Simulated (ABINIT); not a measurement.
# Beyond one shot: SiC (F-43m)

How far does self-consistency move the gap of SiC (F-43m)?

Method: PBE and many-body steps on it, plane waves, in ABINIT 10.8.3.

**What was measured.**

- Gap 2.39 eV: band gap at cryogenic temperature; bulk crystal (literature value) (quoted in “Silicon carbide diodes for neutron detection”, 2020, arxiv:2009.14696).

- Gap 2.4 eV: Tauc optical (indirect) gap of annealed polycrystalline 3C-SiC; UV-VIS spectroscopic ellipsometry, Tauc analysis; film (CVD ultrathin polycrystalline film, annealed, about 5 nm grains) (“On-Demand CMOS-Compatible Fabrication of Ultrathin Self-Aligned SiC Nanowire Arrays”, 2018, pmc:6267454).

Most raw output is cut from this account.

**1. The starting structure**

It takes space group F-43m (No. 216, cubic). Conventional cell: a = 4.358 Å, b = 4.358 Å, c = 4.358 Å, α = 90.00°, β = 90.00°, γ = 90.00°. Nearest to Si lie 4 C at 1.89 Å. Nearest to C lie 4 Si at 1.89 Å. Farther neighbours are not listed.

The cell and positions come from the Crystallography Open Database and are kept as given unless a step says otherwise.

**2. Empty states on the mesh, 6×6×6 mesh, 165 bands**

This step: ABINIT 10.8.3; DFT, PBE, plane waves, norm-conserving pseudopotentials.

The sums over transitions need many empty states on a uniform mesh; this step solves for them.

run.abi reads:

```
acell 3*1.0 Angstrom
rprim 
  -0.000000000000 2.179000000000 2.179000000000
  2.179000000000 -0.000000000000 2.179000000000
  2.179000000000 2.179000000000 -0.000000000000
ntypat 2
znucl 14 6
natom 2
typat 1 2
xred 
  0.000000000000 0.000000000000 0.000000000000
  0.250000000000 0.250000000000 0.250000000000
pp_dirpath "pseudos"
pseudos "Si.upf, C.upf"
ecut 37
ngkpt 6 6 6
nshiftk 1
shiftk 0 0 0
kptopt 1
chksymbreak 0
irdden 1
istwfk *1
nband 165
prtvol 0
optdriver 6
gwr_task "HDIAGO"
paral_kgb 0
occopt 1
indata_prefix "in"
outdata_prefix "out"
tmpdata_prefix "tmp"
```

Launch:

```bash
> OMP_NUM_THREADS=1 mpirun -n 8 abinit run.abi > log
```

Run time: 6.8 s. Hardware: 8 MPI ranks of Arm Neoverse V2, shared host; peak memory 1.5 GiB; 53 s of CPU time.

Numbers from this step:

```
gap                                                           : 1.361 eV
k of the valence top                                          : 0, 0, 0
k of the conduction bottom                                    : 0.5, 0.5, 0
least direct gap                                              : 4.553 eV
k points computed                                             : 16
lowest point of the top converged band, above the valence top : 198.3907 eV
```

On this mesh the gap is 1.361 eV.

The density comes from a self-consistent run that is not shown.

**3. Screening, 6×6×6 mesh, 157 bands, screening to 359.2 eV**

The RPA dielectric matrix is built and inverted for each q.

This step: RPA screening on PBE, plane waves, norm-conserving pseudopotentials.

Changes to run.abi since step 2:

```diff
@@ -20,10 +20,11 @@
 chksymbreak 0
-irdden 1
 istwfk *1
-nband 165
-prtvol 0
-optdriver 6
-gwr_task "HDIAGO"
-paral_kgb 0
 occopt 1
+irdwfk 1
+optdriver 3
+nband 157
+ecuteps 13.2
+inclvkb 2
+awtr 1
+symchi 1
 indata_prefix "in"
```

It took 39 s on 8 MPI ranks; peak memory 1.6 GiB; 5.2 min of CPU time.

This step gave:

- ε∞ with local fields, on this mesh, along the program's q direction: 7.082
- the same without local fields: 7.744
- plasma frequency: 23.09 eV
- plane waves in the screening matrix: 331

Local fields lower ε∞ by 9 %.

**4. G0W0**

The self-energy is evaluated for the states that the input lists, and the levels follow from it, in one-shot runs by the linearised quasiparticle equation.

This step: G0W0 on PBE, plane waves, norm-conserving pseudopotentials.

Changes to run.abi since step 3:

```diff
@@ -23,8 +23,19 @@
 irdwfk 1
-optdriver 3
+optdriver 4
 nband 157
+gwcalctyp 0
+ecutsigx 37
+symsigma 1
+nkptgw 3
+kptgw 
+  0.0000000000 0.0000000000 0.0000000000
+  0.5000000000 0.5000000000 0.0000000000
+  0.5000000000 0.0000000000 0.0000000000
+bdgw 
+  2 8
+  3 6
+  3 7
 ecuteps 13.2
-inclvkb 2
-awtr 1
-symchi 1
+irdscr 1
+ppmodel 1
 indata_prefix "in"
```

Run time: 34 s. Hardware: 8 MPI ranks; peak memory 2.1 GiB.

Numbers from this step:

* G0W0 gap on the points computed: 2.133 eV
* starting gap on the mesh: 1.361 eV
* k of the valence top: 0, 0, 0
* k of the conduction bottom: 0.5, 0.5, 0
* Z at the valence top: 0.792
* Z at the conduction bottom: 0.82
* least direct G0W0 gap on the computed points: 5.611 eV

The gap on the mesh goes from 1.36 eV to 2.13 eV, a correction of +0.77 eV.

**5. evGW0, cycle 1**

This step: evGW0 on PBE, plane waves, norm-conserving pseudopotentials.

Changes to run.abi since step 4:

```diff
@@ -25,14 +25,40 @@
 nband 157
-gwcalctyp 0
+gwcalctyp 10
 ecutsigx 37
 symsigma 1
-nkptgw 3
+nkptgw 16
 kptgw 
   0.0000000000 0.0000000000 0.0000000000
+  0.1666666667 0.0000000000 0.0000000000
+  0.3333333333 0.0000000000 0.0000000000
+  0.5000000000 0.0000000000 0.0000000000
+  0.1666666667 0.1666666667 0.0000000000
+  0.3333333333 0.1666666667 0.0000000000
+  0.5000000000 0.1666666667 0.0000000000
+  -0.3333333333 0.1666666667 0.0000000000
+  -0.1666666667 0.1666666667 0.0000000000
+  0.3333333333 0.3333333333 0.0000000000
+  0.5000000000 0.3333333333 0.0000000000
+  -0.3333333333 0.3333333333 0.0000000000
   0.5000000000 0.5000000000 0.0000000000
-  0.5000000000 0.0000000000 0.0000000000
+  0.5000000000 0.3333333333 0.1666666667
+  -0.3333333333 0.3333333333 0.1666666667
+  -0.3333333333 0.5000000000 0.1666666667
 bdgw 
-  2 8
-  3 6
-  3 7
+  1 8
+  1 8
+  1 8
+  1 8
+  1 8
+  1 8
+  1 8
+  1 8
+  1 8
+  1 8
+  1 8
+  1 8
+  1 8
+  1 8
+  1 8
+  1 8
 ecuteps 13.2
```

Elapsed: 14 min, on 8 MPI ranks; peak memory 2.4 GiB; 1.8 h of CPU time.

Numbers from this step:

```yaml
quasiparticle_gap_on_the_mesh: 2.332 eV
gap_of_the_density_functional_on_the_mesh: 1.361 eV
k_of_the_valence_top: 0, 0, 0
k_of_the_conduction_bottom: 0.5, 0.5, 0
z_at_the_valence_top: 0.792
z_at_the_conduction_bottom: 0.82
least_direct_quasiparticle_gap_on_the_computed_points: 5.899 eV
```

Against G0W0 in ABINIT (6×6×6 mesh, 157 bands, screening to 359.2 eV, Godby-Needs plasmon pole), the gap moves by +0.199 eV. This first cycle still uses the starting levels; it takes the full correction, at all points of the mesh, and its linearised value is 2.133 eV.

**6. evGW0, cycle 2**

The corrected levels of the last cycle go back in.

Changes to run.abi since step 5:

```diff
@@ -66,2 +66,3 @@
 ppmodel 1
+irdqps 1
 indata_prefix "in"
```

Elapsed: 14 min, on 8 MPI ranks; peak memory 2.4 GiB.

This step gave:

```yaml
quasiparticle_gap_on_the_mesh: 2.261 eV
gap_of_the_density_functional_on_the_mesh: 1.361 eV
k_of_the_valence_top: 0, 0, 0
k_of_the_conduction_bottom: 0.5, 0.5, 0
least_direct_quasiparticle_gap_on_the_computed_points: 5.779 eV
```

Against the cycle before, the gap moves by −0.071 eV.

**7. evGW0, cycle 3**

run.abi is that of step 6.

Wall time 14 min (8 MPI ranks); peak memory 2.4 GiB; 1.8 h of CPU time.

Numbers from this step:

- quasiparticle gap on the mesh: 2.264 eV
- gap of the density functional on the mesh: 1.361 eV
- k of the valence top: 0, 0, 0
- k of the conduction bottom: 0.5, 0.5, 0
- least direct quasiparticle gap on the computed points: 5.789 eV

Against the cycle before, the gap moves by +0.003 eV.

**8. Screening, 6×6×6 mesh, 157 bands, screening to 359.2 eV**

This step: RPA screening on PBE, plane waves, norm-conserving pseudopotentials.

run.abi reads:

```
acell 3*1.0 Angstrom
rprim 
  -0.000000000000 2.179000000000 2.179000000000
  2.179000000000 -0.000000000000 2.179000000000
  2.179000000000 2.179000000000 -0.000000000000
ntypat 2
znucl 14 6
natom 2
typat 1 2
xred 
  0.000000000000 0.000000000000 0.000000000000
  0.250000000000 0.250000000000 0.250000000000
pp_dirpath "pseudos"
pseudos "Si.upf, C.upf"
ecut 37
ngkpt 6 6 6
nshiftk 1
shiftk 0 0 0
kptopt 1
chksymbreak 0
istwfk *1
occopt 1
irdwfk 1
optdriver 3
nband 157
ecuteps 13.2
inclvkb 2
awtr 1
symchi 1
gwcalctyp 10
mbpt_sciss 1.261 eV
nqptdm 1
qptdm 
  0 0 0
indata_prefix "in"
outdata_prefix "out"
tmpdata_prefix "tmp"
```

Elapsed: 3.3 s, on 8 MPI ranks; peak memory 1.4 GiB.

Numbers from this step:

* ε∞ with local fields, on this mesh, along the program's q direction: 6.220
* the same without local fields: 6.740
* plasma frequency: 23.09 eV
* plane waves in the screening matrix: 331

This screening uses the functional's bands under a rigid shift, the mean opening of the cycle before.

**9. Screening, 6×6×6 mesh, 157 bands, screening to 359.2 eV**

This step: RPA screening on PBE from quasiparticle energies, plane waves, norm-conserving pseudopotentials.

Changes to run.abi since step 8:

```diff
@@ -29,7 +29,21 @@
 symchi 1
+irdqps 1
 gwcalctyp 10
-mbpt_sciss 1.261 eV
-nqptdm 1
+nqptdm 15
 qptdm 
-  0 0 0
+  0.1666666667 0.0000000000 0.0000000000
+  0.3333333333 0.0000000000 0.0000000000
+  0.5000000000 0.0000000000 0.0000000000
+  0.1666666667 0.1666666667 0.0000000000
+  0.3333333333 0.1666666667 0.0000000000
+  0.5000000000 0.1666666667 0.0000000000
+  -0.3333333333 0.1666666667 0.0000000000
+  -0.1666666667 0.1666666667 0.0000000000
+  0.3333333333 0.3333333333 0.0000000000
+  0.5000000000 0.3333333333 0.0000000000
+  -0.3333333333 0.3333333333 0.0000000000
+  0.5000000000 0.5000000000 0.0000000000
+  0.5000000000 0.3333333333 0.1666666667
+  -0.3333333333 0.3333333333 0.1666666667
+  -0.3333333333 0.5000000000 0.1666666667
 indata_prefix "in"
```

mrgscr.stdin reads:

```
2
merged
q0_SCR
out_SCR
1
```

Launch:

```bash
> OMP_NUM_THREADS=1 mpirun -n 8 abinit run.abi > log; mrgscr < mrgscr.stdin
```

The job ended after 38 s (8 MPI ranks; peak memory 1.5 GiB).

Numbers from this step:

```yaml
plasma_frequency: 23.09 eV
plane_waves_in_the_screening_matrix: 331
```

This screening reads the quasiparticle levels of the cycle before.

**10. evGW, cycle 1**

This step: evGW on PBE, plane waves, norm-conserving pseudopotentials.

Changes to run.abi since step 9:

```diff
@@ -23,12 +23,10 @@
 irdwfk 1
-optdriver 3
+optdriver 4
 nband 157
-ecuteps 13.2
-inclvkb 2
-awtr 1
-symchi 1
-irdqps 1
 gwcalctyp 10
-nqptdm 15
-qptdm 
+ecutsigx 37
+symsigma 1
+nkptgw 16
+kptgw 
+  0.0000000000 0.0000000000 0.0000000000
   0.1666666667 0.0000000000 0.0000000000
@@ -48,2 +46,23 @@
   -0.3333333333 0.5000000000 0.1666666667
+bdgw 
+  1 8
+  1 8
+  1 8
+  1 8
+  1 8
+  1 8
+  1 8
+  1 8
+  1 8
+  1 8
+  1 8
+  1 8
+  1 8
+  1 8
+  1 8
+  1 8
+ecuteps 13.2
+irdscr 1
+ppmodel 1
+irdqps 1
 indata_prefix "in"
```

Launch:

```bash
> OMP_NUM_THREADS=1 mpirun -n 8 abinit run.abi > log
```

Run time: 14 min. Hardware: 8 MPI ranks; peak memory 2.4 GiB.

This step gave:

```
quasiparticle gap on the mesh                         : 2.453 eV
gap of the density functional on the mesh             : 1.361 eV
k of the valence top                                  : 0, 0, 0
k of the conduction bottom                            : 0.5, 0.5, 0
least direct quasiparticle gap on the computed points : 6.014 eV
```

Against G0W0 in ABINIT (6×6×6 mesh, 157 bands, screening to 359.2 eV, Godby-Needs plasmon pole), the gap moves by +0.320 eV.

**11. Screening, 6×6×6 mesh, 157 bands, screening to 359.2 eV**

This step: RPA screening on PBE, plane waves, norm-conserving pseudopotentials.

run.abi reads:

```
acell 3*1.0 Angstrom
rprim 
  -0.000000000000 2.179000000000 2.179000000000
  2.179000000000 -0.000000000000 2.179000000000
  2.179000000000 2.179000000000 -0.000000000000
ntypat 2
znucl 14 6
natom 2
typat 1 2
xred 
  0.000000000000 0.000000000000 0.000000000000
  0.250000000000 0.250000000000 0.250000000000
pp_dirpath "pseudos"
pseudos "Si.upf, C.upf"
ecut 37
ngkpt 6 6 6
nshiftk 1
shiftk 0 0 0
kptopt 1
chksymbreak 0
istwfk *1
occopt 1
irdwfk 1
optdriver 3
nband 157
ecuteps 13.2
inclvkb 2
awtr 1
symchi 1
gwcalctyp 10
mbpt_sciss 1.496 eV
nqptdm 1
qptdm 
  0 0 0
indata_prefix "in"
outdata_prefix "out"
tmpdata_prefix "tmp"
```

The job ended after 3.3 s (8 MPI ranks; peak memory 1.4 GiB; 26 s of CPU time).

This step gave:

```yaml
eps_infinity_with_local_fields_on_this_mesh_along_the_program_s_q_direction: 6.088
the_same_without_local_fields: 6.586
plasma_frequency: 23.09 eV
plane_waves_in_the_screening_matrix: 331
```

This screening uses the functional's bands under a rigid shift, the mean opening of the cycle before.

**12. Screening, 6×6×6 mesh, 157 bands, screening to 359.2 eV**

This step: RPA screening on PBE from quasiparticle energies, plane waves, norm-conserving pseudopotentials.

Changes to run.abi since step 11:

```diff
@@ -29,7 +29,21 @@
 symchi 1
+irdqps 1
 gwcalctyp 10
-mbpt_sciss 1.496 eV
-nqptdm 1
+nqptdm 15
 qptdm 
-  0 0 0
+  0.1666666667 0.0000000000 0.0000000000
+  0.3333333333 0.0000000000 0.0000000000
+  0.5000000000 0.0000000000 0.0000000000
+  0.1666666667 0.1666666667 0.0000000000
+  0.3333333333 0.1666666667 0.0000000000
+  0.5000000000 0.1666666667 0.0000000000
+  -0.3333333333 0.1666666667 0.0000000000
+  -0.1666666667 0.1666666667 0.0000000000
+  0.3333333333 0.3333333333 0.0000000000
+  0.5000000000 0.3333333333 0.0000000000
+  -0.3333333333 0.3333333333 0.0000000000
+  0.5000000000 0.5000000000 0.0000000000
+  0.5000000000 0.3333333333 0.1666666667
+  -0.3333333333 0.3333333333 0.1666666667
+  -0.3333333333 0.5000000000 0.1666666667
 indata_prefix "in"
```

mrgscr.stdin is that of step 9.

Launch:

```bash
> OMP_NUM_THREADS=1 mpirun -n 8 abinit run.abi > log; mrgscr < mrgscr.stdin
```

Run time: 38 s. Hardware: 8 MPI ranks; peak memory 1.5 GiB.

This step gave:

| Item | Value |
| --- | --- |
| plasma frequency | 23.09 eV |
| plane waves in the screening matrix | 331 |

This screening reads the quasiparticle levels of the cycle before.

**13. evGW, cycle 2**

This step: evGW on PBE, plane waves, norm-conserving pseudopotentials.

Changes to run.abi since step 12:

```diff
@@ -23,12 +23,10 @@
 irdwfk 1
-optdriver 3
+optdriver 4
 nband 157
-ecuteps 13.2
-inclvkb 2
-awtr 1
-symchi 1
-irdqps 1
 gwcalctyp 10
-nqptdm 15
-qptdm 
+ecutsigx 37
+symsigma 1
+nkptgw 16
+kptgw 
+  0.0000000000 0.0000000000 0.0000000000
   0.1666666667 0.0000000000 0.0000000000
@@ -48,2 +46,23 @@
   -0.3333333333 0.5000000000 0.1666666667
+bdgw 
+  1 8
+  1 8
+  1 8
+  1 8
+  1 8
+  1 8
+  1 8
+  1 8
+  1 8
+  1 8
+  1 8
+  1 8
+  1 8
+  1 8
+  1 8
+  1 8
+ecuteps 13.2
+irdscr 1
+ppmodel 1
+irdqps 1
 indata_prefix "in"
```

Launch:

```bash
> OMP_NUM_THREADS=1 mpirun -n 8 abinit run.abi > log
```

Run time: 14 min. Hardware: 8 MPI ranks; peak memory 2.4 GiB; 1.9 h of CPU time.

Numbers from this step:

```
quasiparticle gap on the mesh                         : 2.473 eV
gap of the density functional on the mesh             : 1.361 eV
k of the valence top                                  : 0, 0, 0
k of the conduction bottom                            : 0.5, 0.5, 0
least direct quasiparticle gap on the computed points : 6.038 eV
```

Against the cycle before, the gap moves by +0.020 eV.

**14. Screening, 6×6×6 mesh, 157 bands, screening to 359.2 eV**

This step: RPA screening on PBE, plane waves, norm-conserving pseudopotentials.

run.abi reads:

```
acell 3*1.0 Angstrom
rprim 
  -0.000000000000 2.179000000000 2.179000000000
  2.179000000000 -0.000000000000 2.179000000000
  2.179000000000 2.179000000000 -0.000000000000
ntypat 2
znucl 14 6
natom 2
typat 1 2
xred 
  0.000000000000 0.000000000000 0.000000000000
  0.250000000000 0.250000000000 0.250000000000
pp_dirpath "pseudos"
pseudos "Si.upf, C.upf"
ecut 37
ngkpt 6 6 6
nshiftk 1
shiftk 0 0 0
kptopt 1
chksymbreak 0
istwfk *1
occopt 1
irdwfk 1
optdriver 3
nband 157
ecuteps 13.2
inclvkb 2
awtr 1
symchi 1
gwcalctyp 10
mbpt_sciss 1.521 eV
nqptdm 1
qptdm 
  0 0 0
indata_prefix "in"
outdata_prefix "out"
tmpdata_prefix "tmp"
```

Wall time 3.3 s (8 MPI ranks); peak memory 1.4 GiB; 26 s of CPU time.

This step gave:

```yaml
eps_infinity_with_local_fields_on_this_mesh_along_the_program_s_q_direction: 6.074
the_same_without_local_fields: 6.570
plasma_frequency: 23.09 eV
plane_waves_in_the_screening_matrix: 331
```

This screening uses the functional's bands under a rigid shift, the mean opening of the cycle before.

**15. Screening, 6×6×6 mesh, 157 bands, screening to 359.2 eV**

This step: RPA screening on PBE from quasiparticle energies, plane waves, norm-conserving pseudopotentials.

Changes to run.abi since step 14:

```diff
@@ -29,7 +29,21 @@
 symchi 1
+irdqps 1
 gwcalctyp 10
-mbpt_sciss 1.521 eV
-nqptdm 1
+nqptdm 15
 qptdm 
-  0 0 0
+  0.1666666667 0.0000000000 0.0000000000
+  0.3333333333 0.0000000000 0.0000000000
+  0.5000000000 0.0000000000 0.0000000000
+  0.1666666667 0.1666666667 0.0000000000
+  0.3333333333 0.1666666667 0.0000000000
+  0.5000000000 0.1666666667 0.0000000000
+  -0.3333333333 0.1666666667 0.0000000000
+  -0.1666666667 0.1666666667 0.0000000000
+  0.3333333333 0.3333333333 0.0000000000
+  0.5000000000 0.3333333333 0.0000000000
+  -0.3333333333 0.3333333333 0.0000000000
+  0.5000000000 0.5000000000 0.0000000000
+  0.5000000000 0.3333333333 0.1666666667
+  -0.3333333333 0.3333333333 0.1666666667
+  -0.3333333333 0.5000000000 0.1666666667
 indata_prefix "in"
```

mrgscr.stdin is that of step 12.

Launch:

```bash
> OMP_NUM_THREADS=1 mpirun -n 8 abinit run.abi > log; mrgscr < mrgscr.stdin
```

The job ended after 39 s (8 MPI ranks; peak memory 1.5 GiB; 5.1 min of CPU time).

This step gave:

* plasma frequency: 23.09 eV
* plane waves in the screening matrix: 331

This screening reads the quasiparticle levels of the cycle before.

**16. evGW, cycle 3**

This step: evGW on PBE, plane waves, norm-conserving pseudopotentials.

Changes to run.abi since step 15:

```diff
@@ -23,12 +23,10 @@
 irdwfk 1
-optdriver 3
+optdriver 4
 nband 157
-ecuteps 13.2
-inclvkb 2
-awtr 1
-symchi 1
-irdqps 1
 gwcalctyp 10
-nqptdm 15
-qptdm 
+ecutsigx 37
+symsigma 1
+nkptgw 16
+kptgw 
+  0.0000000000 0.0000000000 0.0000000000
   0.1666666667 0.0000000000 0.0000000000
@@ -48,2 +46,23 @@
   -0.3333333333 0.5000000000 0.1666666667
+bdgw 
+  1 8
+  1 8
+  1 8
+  1 8
+  1 8
+  1 8
+  1 8
+  1 8
+  1 8
+  1 8
+  1 8
+  1 8
+  1 8
+  1 8
+  1 8
+  1 8
+ecuteps 13.2
+irdscr 1
+ppmodel 1
+irdqps 1
 indata_prefix "in"
```

Launch:

```bash
> OMP_NUM_THREADS=1 mpirun -n 8 abinit run.abi > log
```

Run time: 14 min. Hardware: 8 MPI ranks; peak memory 2.4 GiB.

Numbers from this step:

- quasiparticle gap on the mesh: 2.475 eV
- gap of the density functional on the mesh: 1.361 eV
- k of the valence top: 0, 0, 0
- k of the conduction bottom: 0.5, 0.5, 0
- least direct quasiparticle gap on the computed points: 6.041 eV

Against the cycle before, the gap moves by +0.002 eV.

**17. The runs together**

Times are wall times on 8 MPI ranks of Arm Neoverse V2, shared host, good to a factor of about two. A run's time includes the screening step that it read.

```csv
run,mesh,bands,screening cutoff (eV),DFT gap (eV),gap on the mesh (eV),direct (eV),ε∞ used,time
G0W0,6×6×6,157,359.2,1.361,2.133,5.611,7.08,73 s
"evGW0, cycle 1",6×6×6,157,359.2,1.361,2.332,5.899,7.08,14 min
"evGW0, cycle 2",6×6×6,157,359.2,1.361,2.261,5.779,7.08,14 min
"evGW0, cycle 3",6×6×6,157,359.2,1.361,2.264,5.789,7.08,14 min
"evGW, cycle 1",6×6×6,157,359.2,1.361,2.453,6.014,6.22,14 min
"evGW, cycle 2",6×6×6,157,359.2,1.361,2.473,6.038,6.09,15 min
"evGW, cycle 3",6×6×6,157,359.2,1.361,2.475,6.041,6.07,14 min
```

**18. What came out**

| Property | Result |
| --- | --- |
| G0W0 | 2.133 eV |
| evGW0, cycle 1 | 2.332 eV |
| evGW0, cycle 2 | 2.261 eV |
| evGW0, cycle 3 | 2.264 eV |
| evGW, cycle 1 | 2.453 eV |
| evGW, cycle 2 | 2.473 eV |
| evGW, cycle 3 | 2.475 eV |
| known limits | not at the basis limit |

What this shows: Only the bands that the input lists are updated; the others, empty or deep, keep the functional's energies or take a rigid shift. The evGW loop starts from the last levels of evGW0, so its cycles and time come on top of those. evGW0 ends at 2.26 eV, +0.13 eV from G0W0, after 3 cycles that took 41 min beside the first screening; the last moved the gap by 0.003 eV. evGW ends at 2.47 eV, +0.34 eV from G0W0, after 3 cycles that took 43 min beside the first screening; the last moved the gap by 0.002 eV. The first cycle of evGW0 takes the full correction, without the factor Z, so it overshoots the one-shot value. Against experiment, by evGW, cycle 3: the gap of 2.47 eV lies +0.08 eV from the measured 2.39 eV (kind not stated, quoted 2020); the gap of 2.47 eV lies +0.07 eV from the measured 2.4 eV (indirect, 2018). These are gaps on the mesh, at modest bands and cutoff. The calculation has static nuclei and no excitons; a measured gap holds zero-point and thermal motion, which mostly lowers it. Bands and cutoff are finite, so the gap is not at the basis limit. The miss can reach some tenths of an eV and take either sign; the mesh is an error of its own. In the updated screening the q = 0 part is built from Kohn-Sham bands under a rigid shift, the other q from the quasiparticle levels.

[Paths, hosts, dates, memory and timing lines, banners, echoed tables and standing remarks are left out of the program output.]

[Logs are printed without paths, hosts, clocks, repeated set-up lines and the standing remarks that a program may print on its own settings, such as how far it seeks lower states.]

[Runs of the session that timed out or met a known fault of the program may be left out.]

[Hosts, paths, dates, database ids (printed as entryN), source tags and the programs' standing remarks are cut or masked in the printed files.]

[G0W0 gaps are taken among the corrected bands and points alone; a level outside them can change the order at an edge.]

[Where Ansatz stands beside ABINIT at settings called matched, ABINIT's density can come from a denser mesh and the files from another edition; pairs whose starting gaps differed by over 0.03 eV were left out, so agreement reads better than it is.]
